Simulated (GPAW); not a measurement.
SiC (F-43m): refractive index against wavelength

The refractive index of SiC (F-43m) below the direct gap (4.51 eV on the mesh) is read from one computed spectrum, n = √(Re ε).

The structure is cubic, space group F-43m (No. 216). Conventional cell: a = 4.358 Å, b = 4.358 Å, c = 4.358 Å, α = 90.00°, β = 90.00°, γ = 90.00°. Si on site a is surrounded by 4 C at 1.89 Å. C on site c has 4 Si at 1.89 Å as nearest neighbours.

Method: GPAW 26.7.0, LDA, RPA, k-mesh 14×14×14, local fields up to 50 eV, Lorentzian half width 0.15 eV.

Launch of the response step: `OMP_NUM_THREADS=1 python df.py`. The run took 25 s, its band step included, on 1 thread of Arm Neoverse V1, on a shared host.

```tsv
wavelength (nm)	photon energy E (eV)	n
1064	1.165	2.6407
850	1.459	2.6581
700	1.771	2.6818
633	1.959	2.6988
532	2.331	2.7396
450	2.755	?
405	3.061	2.8552
```

In the single-oscillator model n² − 1 = E₀E_d/(E₀² − E²), so 1/(n² − 1) = E₀/E_d − E²/(E₀E_d) is linear in E².

Working, on the rows shown:

| x = E² (eV²) | y = 1/(n² − 1) |
| --- | --- |
| 1.35784 | 0.167412 |
| 2.12762 | 0.164867 |
| 3.13716 | 0.161497 |
| 3.83641 | 0.159146 |
| 5.43137 | 0.153718 |
| 9.37179 | 0.139818 |

Means: x̄ = 4.2104, ȳ = 0.15774. Σ(x − x̄)(y − ȳ) = -0.1444, Σ(x − x̄)² = 41.9. Slope = -0.1444 / 41.9 = -0.003447; intercept = ȳ − slope · x̄ = 0.17225. Turned back into n, the line misses the rows shown by at most 0.0014.

Q: What does the fit predict for the withheld row, and how well does it do?

A: At x = 7.5912 the line gives y = 0.14609, that is 2.8009. The run gave 2.8000, so the interpolation is off by 0.0009, 0.4 % of the range in the table.

Refitted with all rows, the slope is -0.003441 and the intercept 0.17224. These give E₀ = √(intercept/−slope) = 7.08 eV and E_d = E₀/intercept = 41.1 eV; E₀ is 1.6 times the direct gap. The electronic limit at long wavelengths, without lattice vibrations, is n = √(1 + 1/intercept) = 2.609. Excitons are left out; LDA gaps are as a rule too small. The values come from a sum over the points of one k-mesh and carry its error, which grows as the direct gap shrinks. The local-field cutoff holds few shells of reciprocal vectors for this small cell, so ε∞ can read a few per cent high.

[Logs are printed without paths, hosts, clocks, repeated set-up lines and the standing remarks that a program may print on its own settings, such as how far it seeks lower states.]
